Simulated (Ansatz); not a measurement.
# A convergence test on ZnSb (Pbca): k mesh of the density

How far can the k mesh of the density be lowered for the gap of ZnSb (Pbca)?

Calculated with Ansatz 0.2.0; DFT, r2SCAN, plane waves, PAW.

This is a report of a sequence of runs, with the program logs left out and the cost of each run kept.

**1. The structure**

It takes space group Pbca (No. 61, orthorhombic). The conventional cell has a = 6.218 Å, b = 7.741 Å, c = 8.115 Å, α = 90.00°, β = 90.00°, γ = 90.00°. Nearest to Zn lie 4 Sb at 2.64 to 2.94 Å and 1 Zn at 2.82 Å. Nearest to Sb lie 4 Zn at 2.64 to 2.94 Å and 1 Sb at 2.81 Å. Farther neighbours, and contacts between anions beyond the nearest, are not listed.

The cell and positions come from the Crystallography Open Database and are kept as given unless a step says otherwise. The default PAW set here is soft_2. Its files were made with PBE.

**2. k mesh of the density: 2×2×2**

input.yaml reads:

```yaml
crystal:
  lattice:
    - [6.218, 0.0, 0.0]
    - [0.0, 7.741, 0.0]
    - [0.0, 0.0, 8.115]
  atoms:
    - { symbol: Zn, position: [0.4539, 0.1115, 0.8673] }
    - { symbol: Zn, position: [0.0461, 0.8885, 0.3673] }
    - { symbol: Zn, position: [0.9539, 0.3885, 0.1327] }
    - { symbol: Zn, position: [0.5461, 0.6115, 0.6327] }
    - { symbol: Zn, position: [0.5461, 0.8885, 0.1327] }
    - { symbol: Zn, position: [0.9539, 0.1115, 0.6327] }
    - { symbol: Zn, position: [0.0461, 0.6115, 0.8673] }
    - { symbol: Zn, position: [0.4539, 0.3885, 0.3673] }
    - { symbol: Sb, position: [0.142, 0.0841, 0.1083] }
    - { symbol: Sb, position: [0.358, 0.9159, 0.6083] }
    - { symbol: Sb, position: [0.642, 0.4159, 0.8917] }
    - { symbol: Sb, position: [0.858, 0.5841, 0.3917] }
    - { symbol: Sb, position: [0.858, 0.9159, 0.8917] }
    - { symbol: Sb, position: [0.642, 0.0841, 0.3917] }
    - { symbol: Sb, position: [0.358, 0.5841, 0.1083] }
    - { symbol: Sb, position: [0.142, 0.4159, 0.6083] }
kpoints:
  mp_grid: { grid: [2, 2, 2] }
  band_path:
    path:
      - [0.0, 0.0, 0.0]
      - [0.5, 0.0, 0.0]
      - [0.5, 0.5, 0.0]
      - [0.0, 0.5, 0.0]
      - [0.0, 0.0, 0.5]
      - [0.5, 0.0, 0.5]
      - [0.5, 0.5, 0.5]
      - [0.0, 0.5, 0.5]
      - [0.4, 0.0, 0.0]
      - [0.0, 0.0, 0.35]
      - [0.45, 0.0, 0.0]
    npoints: 1
hamiltonian:
  xc: r2scan
scf:
  occupations: { method: fixed }
  n_extra_bands: 9
output:
  eigenvalues: true
  forces: true
  stress: true
```

Run with:

```
> ansatz run input.yaml --threads 24 --pin off --max-ram 82944MiB --backend cuda --events-out ev --progress --plain --runs-dir out --devices 1 --max-vram 78GiB
```

Wall time 1.9 s (1 × NVIDIA GB200 (shared by 2 runs) with 24 threads of Arm Neoverse V2, shared host); peak memory 1.6 GiB.

Numbers from this step:

| Property | Result |
| --- | --- |
| pressure | 0.5183 GPa |
| gap | 0.3933 eV |
| valence top at | k = (0.400, 0.000, 0.000) |
| conduction bottom at | k = (0.000, 0.000, 0.350) |
| least direct gap | 0.7763 eV |

The gap is indirect, with the least direct gap 0.38 eV higher.

**3. k mesh of the density: 4×4×4 (the default)**

input.yaml, the sections that differ from step 2:

```yaml
kpoints:
  mp_grid: { grid: [4, 4, 4] }
  band_path:
    path:
      - [[0.0, 0.0, 0.0], [0.5, 0.0, 0.0], [0.5, 0.5, 0.0], [0.0, 0.5, 0.0], [0.0, 0.0, 0.0], [0.0, 0.0, 0.5], [0.5, 0.0, 0.5], [0.5, 0.5, 0.5], [0.0, 0.5, 0.5], [0.0, 0.0, 0.5]]
      - [[0.5, 0.0, 0.0], [0.5, 0.0, 0.5]]
      - [[0.0, 0.5, 0.0], [0.0, 0.5, 0.5]]
      - [[0.5, 0.5, 0.0], [0.5, 0.5, 0.5]]
    npoints: 10
scf:
  occupations: { method: fermi_dirac, width: 0.02 }
  n_extra_bands: 9
# crystal, hamiltonian, output: as in step 2
```

It took 4.9 s on 1 × NVIDIA GB200 (shared by 2 runs) with 24 threads; peak memory 1.6 GiB; 39 s of CPU time.

This step gave:

```yaml
pressure: 0.07950 GPa
gap: 0.3980 eV
valence_top_at: k = (0.400, 0.000, 0.000)
conduction_bottom_at: k = (0.000, 0.000, 0.350)
least_direct_gap: 0.7827 eV
```

The gap is 0.398 eV, +0.005 eV from the run before at this level.

**4. k mesh of the density: 6×4×4**

input.yaml, the sections that differ from step 3:

```yaml
kpoints:
  mp_grid: { grid: [6, 4, 4] }
  band_path:
    path:
      - [0.0, 0.0, 0.0]
      - [0.5, 0.0, 0.0]
      - [0.5, 0.5, 0.0]
      - [0.0, 0.5, 0.0]
      - [0.0, 0.0, 0.5]
      - [0.5, 0.0, 0.5]
      - [0.5, 0.5, 0.5]
      - [0.0, 0.5, 0.5]
      - [0.4, 0.0, 0.0]
      - [0.0, 0.0, 0.35]
      - [0.45, 0.0, 0.0]
    npoints: 1
scf:
  occupations: { method: fixed }
  n_extra_bands: 9
# crystal, hamiltonian, output: as in step 3
```

Run time: 3 s. Hardware: 1 × NVIDIA GB200 (shared by 2 runs) with 24 threads; peak memory 1.5 GiB; 20 s of CPU time.

Numbers from this step:

| Property | Result |
| --- | --- |
| pressure | 0.08325 GPa |
| gap | 0.3981 eV |
| valence top at | k = (0.400, 0.000, 0.000) |
| conduction bottom at | k = (0.000, 0.000, 0.350) |
| least direct gap | 0.7825 eV |

The gap is 0.398 eV, as in the run before at this level.

**5. The series**

Differences are against the last row; a negative gap means that bands overlap, and a run with a band path holds that path's time. Times are wall times on 1 × NVIDIA GB200 (shared by 2 runs) with 24 threads of Arm Neoverse V2, shared host, good to a factor of about two.

```
k mesh of the density  gap (eV)  direct gap (eV)  gap error (eV)  energy error (meV/atom)  irreducible k   time
                2×2×2     0.393            0.776          −0.005                    +44.3              8  1.9 s
                4×4×4     0.398            0.783          +0.000                     +0.3             27  4.9 s
                6×4×4     0.398            0.782          +0.000                     +0.0             36    3 s
```

**6. Results**

- 2×2×2: 0.393 eV
- 4×4×4: 0.398 eV
- 6×4×4: 0.398 eV

What this shows: The gap holds to 0.02 eV from 2×2×2 on, the cheapest setting tried. At 2×2×2 the gap is off by −0.005 eV and the energy by +44 meV/atom. The gap is read over the mesh and added points near the edges, so meshes differ mainly through the density and, for a hybrid, the exchange operator.

[Long decimals in the printed logs are rounded to 6 places.]

[Logs are printed without paths, hosts, clocks, repeated set-up lines and the standing remarks that a program may print on its own settings, such as how far it seeks lower states.]

[Paths, hosts, dates, memory and timing lines, banners, echoed tables and standing remarks are left out of the program output; an Ansatz launch command may be rebuilt from the run's recorded settings. Measured values are a selection of at most five: reports struck by readers or far from the other reports are left out. None is set beside runs whose start may be inverted or whose files or cutoffs have a known fault.]

[Runs of the session that timed out or met a known fault of the program may be left out.]

[Cells called generated may have been cut or substituted from an entry of the Crystallography Open Database or the Materials Project.]

[Hosts, paths, dates, database ids (printed as entryN), source tags and the programs' standing remarks are cut or masked in the printed files.]

[Where the starting crystal was built by hand or by swapping elements, it need not be the compound's stable phase.]
